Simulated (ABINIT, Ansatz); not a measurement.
# AlBiSe3 (Pm-3m): zone-centre phonons

Which modes does AlBiSe3 (Pm-3m) have at the zone centre?

Main program and level: ABINIT 10.8.3; DFT LDA, scalar-relativistic, plane waves, HGH norm-conserving pseudopotentials.

Most raw output is cut from this account.

The structure was built from a prototype and need not be the compound's stable phase.

## Step 1: Set-up

Symmetry: Pm-3m, No. 221, cubic system. Conventional cell: a = 4.811 Å, b = 4.811 Å, c = 4.811 Å, α = 90.00°, β = 90.00°, γ = 90.00°. Nearest to Bi lie 12 Se at 3.40 Å. Al has 6 Se at 2.41 Å nearest. Se has 2 Al at 2.41 Å and 4 Bi at 3.40 Å nearest. Farther neighbours and most contacts between anions are not listed.

Structure file:

```cif
data_structure
_symmetry_space_group_name_H-M 'Pm-3m'
_symmetry_Int_Tables_number 221
_cell_length_a 4.8113
_cell_length_b 4.8113
_cell_length_c 4.8113
_cell_angle_alpha 90.000
_cell_angle_beta 90.000
_cell_angle_gamma 90.000
_cell_volume 111.38
loop_
_atom_site_label
_atom_site_type_symbol
_atom_site_symmetry_multiplicity
_atom_site_Wyckoff_symbol
_atom_site_fract_x
_atom_site_fract_y
_atom_site_fract_z
_atom_site_occupancy
Bi1 Bi 1 a 0.00000 0.00000 0.00000 1
Al1 Al 1 b 0.50000 0.50000 0.50000 1
Se1 Se 3 c 0.50000 0.50000 0.00000 1
```

## Step 2: Relaxing the cell and atoms

The harmonic expansion needs vanishing forces, and a free crystal bears no stress, so cell and atoms are brought to rest. Stress is more sensitive to the basis than forces are: the last 3 Ha under the cutoff are smoothed with ecutsm, and the cutoff is raised above that of the later runs.

The starting cell comes from a relaxation made beforehand in Ansatz (LDA, PseudoDojo NC).

Contents of relax.abi:

```
# relaxation
ionmov 2
optcell 2
dilatmx 1.08
ntime 40
tolmxf 1.0d-05
tolvrs 1.0d-14
prtwf 0
prtden 0
chksymtnons 0

# basis, mesh and filling
ecut 26.0
ecutsm 3.0
ixc 7
ngkpt 6 6 6
nshiftk 1
shiftk 0.0 0.0 0.0
istwfk *1
occopt 3
tsmear 0.01
nband 20
nstep 100
diemac 1000000.0
prtebands 0
prtgsr 0

# cell and atoms
acell 3*1.0 Angstrom
rprim 
    4.811325827 0.0 0.0
    0.0 4.811325827 0.0
    0.0 0.0 4.811325827
ntypat 3
znucl 83 13 34
natom 5
typat 1 2 3 3 3
xred 
    0.0 0.0 0.0
    0.5 0.5 0.5
    0.5 0.5 0.0
    0.5 0.0 0.5
    0.0 0.5 0.5
pp_dirpath "./pseudo"
pseudos "Bi.hgh, Al.hgh, Se.hgh"
```

Run with:

```sh
OMP_NUM_THREADS=1 mpirun -n 4 abinit relax.abi > relax.log
```

Run time: 89 s. Hardware: 4 MPI ranks of Intel Xeon 6975P-C (Granite Rapids), shared host; 5.9 min of CPU time.

The steps of the relaxation:

```tsv
step	energy less that of the first step (eV)	largest force (eV/Å)	volume (Å³)
1	0.0000	0.0000	111.38
2	-0.0007	0.0000	111.59
3	-0.0018	0.0000	112.33
4	-0.0018	0.0000	112.34
```

```tsv
conventional cell, symmetrised	before	after	change
a (Å)	4.811	4.825	+0.3 %
b (Å)	4.811	4.825	+0.3 %
c (Å)	4.811	4.825	+0.3 %
volume (Å³/atom)	22.28	22.47	+0.9 %
```

Read from the output:

| Item | Value |
| --- | --- |
| volume per atom | 22.47 Å³ |
| pressure | 5.90e-5 GPa |
| gap on the k-mesh | 0 eV |

The volume changes by +0.9 % from the cell with which this run began.

## Step 3: Ground state

The response is built on these wavefunctions, so the potential is converged far more tightly than an energy would need. Occupations are smeared.

Contents of gs.abi:

```
# ground state
tolvrs 1.0d-16
prtden 1
prtwf 1

# basis, mesh and filling
ecut 20.0
ixc 7
ngkpt 6 6 6
nshiftk 1
shiftk 0.0 0.0 0.0
istwfk *1
occopt 3
tsmear 0.01
nband 20
nstep 100
diemac 1000000.0
prtebands 0
prtgsr 0

# cell and atoms
acell 3*1.0 Angstrom
rprim 
    4.825154544 0.0 0.0
    0.0 4.825154544 0.0
    0.0 0.0 4.825154544
ntypat 3
znucl 83 13 34
natom 5
typat 1 2 3 3 3
xred 
    0.0 0.0 0.0
    0.5 0.5 0.5
    0.5 0.5 0.0
    0.5 0.0 0.5
    0.0 0.5 0.5
pp_dirpath "./pseudo"
pseudos "Bi.hgh, Al.hgh, Se.hgh"
```

Run with:

```sh
OMP_NUM_THREADS=1 mpirun -n 4 abinit gs.abi > gs.log
```

Run time: 14 s. Hardware: 4 MPI ranks.

This step gave:

* pressure: -1.113 GPa

The cell stands at -1.1 GPa: the relaxation ran with a smoothed and higher cutoff, and the difference is a stress of the finite basis.

## Step 4: Linear response at Γ

At q = 0 one unit cell holds all displacements. The response is solved for single atoms along the cell's directions, and symmetry skips those that follow from others. The crystal is treated as a metal, which screens a static field, so no field response is asked.

Contents of dfpt_gamma.abi:

```

# common to the responses
getwfk_filepath "gso_WFK"
kptopt 2
nqpt 1
qpt 0.0 0.0 0.0
asr 0
chneut 0

# displacements
rfphon 1
rfatpol 1 5
rfdir 1 1 1
tolvrs 1.0d-10
prtwf 0

# basis, mesh and filling
ecut 20.0
ixc 7
ngkpt 6 6 6
nshiftk 1
shiftk 0.0 0.0 0.0
istwfk *1
occopt 3
tsmear 0.01
nband 20
nstep 100
diemac 1000000.0
prtebands 0
prtgsr 0

# cell and atoms
acell 3*1.0 Angstrom
rprim 
    4.825154544 0.0 0.0
    0.0 4.825154544 0.0
    0.0 0.0 4.825154544
ntypat 3
znucl 83 13 34
natom 5
typat 1 2 3 3 3
xred 
    0.0 0.0 0.0
    0.5 0.5 0.5
    0.5 0.5 0.0
    0.5 0.0 0.5
    0.0 0.5 0.5
pp_dirpath "./pseudo"
pseudos "Bi.hgh, Al.hgh, Se.hgh"
```

Run with:

```sh
OMP_NUM_THREADS=1 mpirun -n 4 abinit dfpt_gamma.abi > dfpt_gamma.log
```

Run time: 2.2 min. Hardware: 4 MPI ranks.

This step gave:

- largest acoustic frequency at the zone centre before the sum rule: 3.78 cm⁻¹
- highest optical zone-centre mode (no LO-TO term): 335.4 cm⁻¹
- lowest optical zone-centre mode: -91.52 cm⁻¹

The acoustic modes at Γ come out as far as 3.8 cm⁻¹ from zero, where they should vanish, a small numerical error. The lowest optical mode is imaginary, 92i cm⁻¹, an instability at this level and on this k mesh.

## Step 5: Zone-centre analysis

anaddb reads the merged derivatives and imposes the acoustic sum rule.

Contents of anaddb.abi:

```
ddb_filepath "gamma_DDB"
output_file "anaddb.abo"
outdata_prefix "anaddb"
asr 1
chneut 1
enunit 2
eivec 1
nph1l 1
qph1l 0.0 0.0 0.0 1.0
```

Contents of mrgddb.in:

```
gamma_DDB
merged
2
dfpt_gammao_DDB
gso_DDB
```

Run with:

```sh
mrgddb < mrgddb.in > mrgddb.log
OMP_NUM_THREADS=1 anaddb anaddb.abi > anaddb.log
```

It took 0.67 s on 1 thread.

Read from the output:

| Item | Value |
| --- | --- |
| lowest optical zone-centre mode | -91.6 cm⁻¹ |

No LO-TO term; unit eigenvectors of the mass-weighted matrix, from anaddb's displacements. The modes at Γ (shares of kinetic energy by element, %) (negative means imaginary):

```tsv
mode	frequency (cm⁻¹)	symmetry	Bi %	Al %	Se %
1	-91.6	T1u	42	1	57
2	-91.6	T1u	42	1	57
3	-91.6	T1u	42	1	57
4	-72.0	T2u	0	0	100
5	-72.0	T2u	0	0	100
6	-72.0	T2u	0	0	100
7	0.0	acoustic	44	6	50
8	0.0	acoustic	44	6	50
9	0.0	acoustic	44	6	50
10	50.9	T1u	14	34	53
11	50.9	T1u	14	34	53
12	50.9	T1u	14	34	53
13	335.4	T1u	0	60	40
14	335.4	T1u	0	60	40
15	335.4	T1u	0	60	40
```

Displacements in mode 1 (-91.6 cm⁻¹), the largest set to 1:
```
Bi1  0.00  0.00 -0.75
Al2  0.00  0.00 -0.28
Se3  0.00  0.00  0.08
Se4  0.00  0.00  1.00
Se5  0.00  0.00  1.00
```

Displacements in mode 10 (50.9 cm⁻¹), the largest set to 1:
```
Bi1  0.00  0.00  0.23
Al2  0.00  0.00 -1.00
Se3  0.00  0.00 -0.67
Se4  0.00  0.00  0.20
Se5  0.00  0.00  0.20
```

The rule moves no optical mode by more than 0.2 cm⁻¹.

## Step 6: A second program

The same cell goes through another code, with its own cutoff. The potentials differ.

This step: DFT LDA, scalar-relativistic, plane waves, PseudoDojo norm-conserving pseudopotentials (Ansatz 0.2.0).

Contents of input.yaml:

```yaml
crystal:
  lattice:
    - [4.8251545441, 0.0, 0.0]
    - [0.0, 4.8251545441, 0.0]
    - [0.0, 0.0, 4.8251545441]
  atoms:
    - { symbol: Bi, position: [0.0, 0.0, 0.0] }
    - { symbol: Al, position: [0.5, 0.5, 0.5] }
    - { symbol: Se, position: [0.5, 0.5, 0.0] }
    - { symbol: Se, position: [0.5, 0.0, 0.5] }
    - { symbol: Se, position: [0.0, 0.5, 0.5] }
kpoints:
  mp_grid: { grid: [6, 6, 6] }
hamiltonian:
  xc: lda
  pseudopotentials: { kind: nc, accuracy: standard }
scf:
  occupations: { method: fermi_dirac, width: 0.27211 }
output:
  eigenvalues: true
phonons:
  method: dfpt
```

Run with:

```sh
ansatz run input.yaml --threads 4 --pin off --max-ram 8192MiB --backend cpu --events-out ev --progress --plain --runs-dir out
```

It took 2.5 min on 4 threads; peak memory 3.7 GiB; 9.2 min of CPU time.

Read from the output:

```yaml
sum_rule_residual_before_enforcement: 1.38e-4 eV/Å²
highest_optical_zone_centre_mode_no_lo_to_term: 344.4 cm⁻¹
lowest_optical_zone_centre_mode: -92.82 cm⁻¹
```

## Step 7: Side by side: ABINIT HGH and Ansatz, PseudoDojo

Numbers from this step:

| Item | Value |
| --- | --- |
| root-mean-square difference | 4.77 cm⁻¹ |
| largest difference | 9 cm⁻¹ |

Optical modes, paired by symmetry label. Frequencies side by side, by row:

```tsv
q (reciprocal lattice)	mode	ABINIT HGH (cm⁻¹)	Ansatz, PseudoDojo (cm⁻¹)
0 0 0	1	-91.6	-92.8
0 0 0	2	-91.6	-92.8
0 0 0	3	-91.6	-92.8
0 0 0	4	-72	-73.7
0 0 0	5	-72	-73.7
0 0 0	6	-72	-73.7
0 0 0	10	50.9	53.3
0 0 0	11	50.9	53.3
0 0 0	12	50.9	53.3
0 0 0	13	335.4	344.4
0 0 0	14	335.4	344.4
0 0 0	15	335.4	344.4
```

At the zone centre the largest difference (acoustic modes at Γ apart) is 3 % of the highest mode.

## Step 8: Summary of results

| Property | Result |
| --- | --- |
| space group after relaxation | Pm-3m |
| volume per atom | 22.5 Å³ |
| highest optical zone-centre mode (no LO-TO term) | 335.4 cm⁻¹ |
| lowest optical zone-centre mode | -91.6 cm⁻¹ |
| imaginary optical modes at the zone centre (no q mesh in this session) | yes |
| largest difference from Ansatz, PseudoDojo | 9 cm⁻¹ |

In words: At the LDA level the optical modes of AlBiSe3 (Pm-3m) at the zone centre run from 92i to 335 cm⁻¹, so the structure is a saddle point, with 6 modes beyond 10i cm⁻¹ there. The base run prints -1.1 GPa, mostly the error of a finite basis; the relaxation, with a smoothed and higher cutoff, had brought the cell to rest. ABINIT HGH and Ansatz, PseudoDojo differ by 4.8 cm⁻¹ in the root mean square and by 9.0 cm⁻¹ at most, 2.7 % of the highest mode compared (acoustic modes at Γ left out); the two use different potentials, and the cell was not relaxed for the second set. These are harmonic frequencies: anharmonic shifts and widths and the lattice's thermal expansion are left out. The Fermi-Dirac smearing of 0.01 Ha is an electronic temperature of 3158 K, which adds a pressure of its own and can shift the volume and soft modes. Spin-orbit coupling is left out, which can matter for the heavy elements here. The HGH files keep few electrons and have no core correction, which is cheap but rough for Bi. In a metal the frequencies hang on the k mesh and the smearing, most of all near Kohn anomalies. The structure is a hypothetical one, built on a prototype.

[Host names and launcher messages were left out of these logs when they were recorded.]

[Logs are printed without paths, hosts, clocks, repeated set-up lines and the standing remarks that a program may print on its own settings, such as how far it seeks lower states.]

[Hosts, paths, dates, database ids (printed as entryN), source tags and the programs' standing remarks are cut or masked in the printed files.]
